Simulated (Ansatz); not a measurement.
# Work function of Ba(100): what the settings cost and change, part 2 of 2

Aim: the work function of Ba(100) across levels of theory at one geometry.

Ansatz 0.2.0; plane-wave DFT, PBE, Ansatz PAW (the session's first sound run).

So far, work function, upper face (eV): step 2 (run, setting PBE, Ansatz PAW (420 eV)) 2.36; step 5 (RPBE) 2.26; step 6 (r2SCAN) 2.34; step 7 (PBE JTH) 2.37; step 8 (PBE norm-conserving) 2.36.

## Step 9: Run

This step: plane-wave DFT, LDA, norm-conserving (Ansatz 0.2.0).

The input, input.yaml:

```yaml
crystal:
  lattice:
    - [5.02, 0.0, 0.0]
    - [0.0, 5.02, 0.0]
    - [0.0, 0.0, 33.06]
  atoms:
    - { symbol: Ba, position: [0.0, 0.0, 0.2722323049] }
    - { symbol: Ba, position: [0.5, 0.5, 0.3481548699] }
    - { symbol: Ba, position: [0.0, 0.0, 0.424077435] }
    - { symbol: Ba, position: [0.5, 0.5, 0.5] }
    - { symbol: Ba, position: [0.0, 0.0, 0.575922565] }
    - { symbol: Ba, position: [0.5, 0.5, 0.6518451301] }
    - { symbol: Ba, position: [0.0, 0.0, 0.7277676951] }
kpoints:
  mp_grid: { grid: [8, 8, 1] }
hamiltonian:
  xc: lda
  pseudopotentials: { kind: nc }
scf:
  occupations: { method: fermi_dirac, width: 0.1 }
  convergence: { dr2_threshold: 1.0e-09 }
efield:
  axis: 3
  dipole_correction: true
  ramp_position: 0.97
  ramp_width: 0.06
output:
  write_potential: true
  write_density: true
  volumetric_format: npy
```

Command:

```sh
$ ansatz run input.yaml --threads 2 --pin off --max-ram 3072MiB --backend cpu --events-out ev --progress --plain --runs-dir out
```

Standard output:

```text
[...]
Crystal: 7 atoms, lattice volume = 833.125 Å³
Basis set: ecut = 770 eV, 40409 PW (Γ)
Bands: 42, of which v1, the nominal top of the filled ones, is band 35 counted from 1 (34 counted from 0)
Symmetry: 8 space group operations
k-points: 15 of 64
[...]
k-point 0: bands = [... 31 lower, 0.7516, 1.3176, 1.4185, 1.4405, 1.5428, 1.6185, 1.9558, 2.4884, ... 10 higher]
  k-point 1: bands = [... 31 lower, 0.8224, 1.3656, 1.4957, 1.5288, 1.5927, 1.7122, 2.0047, 2.4513, ... 10 higher]
  k-point 2: bands = [... 31 lower, 0.9581, 1.3667, 1.6022, 1.6452, 1.7453, 1.9828, 2.2228, 2.4462, ... 10 higher]
  k-point 14: bands = [... 31 lower, 1.4725, 1.9036, 2.0159, 2.2619, 2.2878, 2.2878, 2.3267, 2.3267, ... 10 higher]
[key lines of the parts left out:]
SCF converged after 10 iterations
Free energy (F): -5346.834172 eV
Fermi energy:    1.877707 eV
Dipole field:    D = -0.000000 V/Å  (p = -0.000001 e·Å, saw-weighted, corrected)
Work function:   Φ+ = 2.5344 eV   Φ− = 2.5344 eV
```

It took 2.6 min on 2 threads of Intel Xeon 6975P-C (Granite Rapids), shared host; peak memory 2.4 GiB; 5.1 min of CPU time.

The work function is 2.534 eV, +0.170 eV from the run “PBE, Ansatz PAW (420 eV)”, at 2.4 times its CPU time.

## Step 10: Slab, setting PBE, all layers relaxed

This step: plane-wave DFT, PBE, Ansatz PAW (Ansatz 0.2.0).

input.yaml: that of step 9 with these lines changed.

```diff
@@ -16,4 +16,3 @@
 hamiltonian:
-  xc: lda
-  pseudopotentials: { kind: nc }
+  xc: pbe
 scf:
@@ -26,2 +25,5 @@
   ramp_width: 0.06
+relax:
+  f_tol: 0.01
+  max_steps: 40
 output:
```

Standard output:

```text
[...]
Crystal: 7 atoms, lattice volume = 833.125 Å³
Basis set: ecut = 420 eV, 16363 PW (Γ), exchange–correlation on 72×72×450 points (8 copies of the dense FFT grid, shifted against one another)
Bands: 42, of which v1, the nominal top of the filled ones, is band 35 counted from 1 (34 counted from 0)
Symmetry: 8 space group operations
k-points: 15 of 64
[...]
F+E_penalty+E_count = -41645.94488285 eV   max|allowed force component| = 2.964e-3 eV/Å
  atoms:
    - { symbol: Ba, position: [0, 0.0, 0.270734] }
    - { symbol: Ba, position: [0.5, 0.5, 0.350016] }
    - { symbol: Ba, position: [0, 0.0, 0.423290] }
    - { symbol: Ba, position: [0.5, 0.5, 0.500000] }
    - { symbol: Ba, position: [0, 0.0, 0.576710] }
    - { symbol: Ba, position: [0.5, 0.5, 0.649984] }
    - { symbol: Ba, position: [0, 0.0, 0.729266] }
[key lines of the parts left out:]
SCF converged after 8 iterations
Free energy (F): -41645.944883 eV
Fermi energy:    2.062568 eV
Dipole field:    D = -0.000000 V/Å  (p = -0.000000 e·Å, saw-weighted, corrected)
Work function:   Φ+ = 2.3577 eV   Φ− = 2.3577 eV
```

The job ended after 2.2 min (2 threads; peak memory 1.2 GiB; 4.3 min of CPU time).

The relaxation took 4 steps and lowered the energy by 0.012 eV; the largest force on the free atoms ends at 0.0030 eV/Å.

The work function is 2.358 eV, -0.006 eV from the run “PBE, Ansatz PAW (420 eV)”, at 2.0 times its CPU time.

## Step 11: Slab

This step: plane-wave DFT, PBE, fully relativistic PAW with spin-orbit coupling (Ansatz 0.2.0).

input.yaml: that of step 10 with these lines changed.

```diff
@@ -17,2 +17,3 @@
   xc: pbe
+  pseudopotentials: { kind: paw_fr }
 scf:
@@ -25,5 +26,5 @@
   ramp_width: 0.06
-relax:
-  f_tol: 0.01
-  max_steps: 40
+magnetization:
+  noncollinear: true
+  spin_orbit: true
 output:
```

Standard output:

```text
[...]
non-collinear run that drives no moment, with spin-orbit: no starting moment large enough to seed its density (crystal.atoms[].spin), no starting occupations that ask for one, no magnetisation constraint and no magnetic field, so the semilocal B_xc is pinned to zero
Crystal: 7 atoms, lattice volume = 833.125 Å³
[...]
k-point 1: bands = [... 66 lower, 1.6617, 1.6617, 1.6915, 1.6915, 1.7539, 1.7539, 1.8769, 1.8769, ... 24 higher]
  k-point 2: bands = [... 66 lower, 1.7747, 1.7747, 1.8097, 1.8097, 1.9060, 1.9060, 2.1336, 2.1336, ... 24 higher]
  k-point 14: bands = [... 66 lower, 2.1930, 2.1930, 2.3998, 2.3998, 2.4655, 2.4655, 2.4923, 2.4923, ... 24 higher]
[key lines of the parts left out:]
SCF converged after 13 iterations
Magnetization: |M| = 0.0000 μB,  M = (+0.0000, +0.0000, +0.0000) μB
Free energy (F): -41679.249468 eV
Fermi energy:    2.052606 eV
Dipole field:    D = 0.000000 V/Å  (p = 0.000002 e·Å, saw-weighted, corrected)
Work function:   Φ+ = 2.3657 eV   Φ− = 2.3657 eV
```

Wall time 7.3 min (2 threads); peak memory 2.8 GiB.

The work function is 2.366 eV, +0.002 eV from the run “PBE, Ansatz PAW (420 eV)”, at 6.7 times its CPU time.

## Step 12: Side by side

Times are for 2 threads of Intel Xeon 6975P-C (Granite Rapids), shared host. The series side by side:

```
no.                                setting  work function, upper face (eV)     time  memory (GiB)
  1               PBE, Ansatz PAW (420 eV)                           2.364     66 s           1.3
  2               LDA, Ansatz PAW (420 eV)                           2.534     48 s           1.3
  3            PBEsol, Ansatz PAW (420 eV)                           2.401     67 s           1.3
  4              RPBE, Ansatz PAW (420 eV)                           2.260     63 s           1.3
  5            r2SCAN, Ansatz PAW (500 eV)                           2.335  2.1 min           2.6
  6                  PBE, JTH PAW (660 eV)                           2.366    2 min           2.2
  7          PBE, norm-conserving (770 eV)                           2.364  2.8 min           2.4
  8          LDA, norm-conserving (770 eV)                           2.534  2.6 min           2.4
  9                PBE, all layers relaxed                           2.358  2.2 min           1.2
 10  PBE with spin-orbit coupling (420 eV)                           2.366  7.3 min           2.8
```

## Step 13: Varying the input

This step: plane-wave DFT, PBE, Ansatz PAW (Ansatz 0.2.0).

An input spoilt on purpose, to show how the run answers: it repeats the earlier run “PBE, Ansatz PAW (420 eV)” with efield.axis from 3 to 0, and scf.max_iter set to 100; its output block differs too.

input.yaml: that of step 11 with these lines changed.

```diff
@@ -17,3 +17,2 @@
   xc: pbe
-  pseudopotentials: { kind: paw_fr }
 scf:
@@ -21,4 +20,5 @@
   convergence: { dr2_threshold: 1.0e-09 }
+  max_iter: 100
 efield:
-  axis: 3
+  axis: 0
   dipole_correction: true
@@ -26,5 +26,2 @@
   ramp_width: 0.06
-magnetization:
-  noncollinear: true
-  spin_orbit: true
 output:
```

Standard output:

```text
Error: invalid value for `efield.axis`: must be in [1, 3]; got 0
```

Wall time 0.01 s (2 threads); peak memory 0.1 GiB; 0.01 s of CPU time.

The input was rejected at the start.

The program's message: “Error: invalid value for `efield.axis`: must be in [1, 3]; got 0”

The fault put into the input: an axis of 0, outside the range 1 to 3.

## Step 14: Outcome

```json
{
  "work function, PBE, Ansatz PAW (420 eV)": "2.364 eV",
  "work function, LDA, Ansatz PAW (420 eV)": "2.534 eV",
  "work function, RPBE, Ansatz PAW (420 eV)": "2.260 eV",
  "work function, r2SCAN, Ansatz PAW (500 eV)": "2.335 eV",
  "work function, LDA, norm-conserving (770 eV)": "2.534 eV",
  "work function, PBE, all layers relaxed": "2.358 eV",
  "work function, PBE with spin-orbit coupling (420 eV)": "2.366 eV"
}
```

PBE on the default files gives 2.36 eV, and the settings tried spread the value from 2.26 to 2.53 eV. At one geometry LDA lies 0.17 eV above PBE. The choice of pseudopotentials moves the PBE value by 0.002 eV. Relaxing the layers changes it by -0.006 eV. Spin-orbit coupling, on the fully relativistic files, changes it by +0.00 eV. The ladder's slabs use the tabulated experimental lattice constant (two decimals; a low-temperature value for the alkali metals).

[Long decimals in the printed logs are rounded to 6 places.]

[Logs are printed without paths, hosts, clocks, repeated set-up lines and the standing remarks that a program may print on its own settings, such as how far it seeks lower states.]

[Hosts, paths, dates, database ids (printed as entryN), source tags and the programs' standing remarks are cut or masked in the printed files.]

[Maps of the electrostatic potential energy from Ansatz leave out the sawtooth potential of an applied field or a dipole correction, so their vacuum need not be flat; planar profiles and work functions include it.]
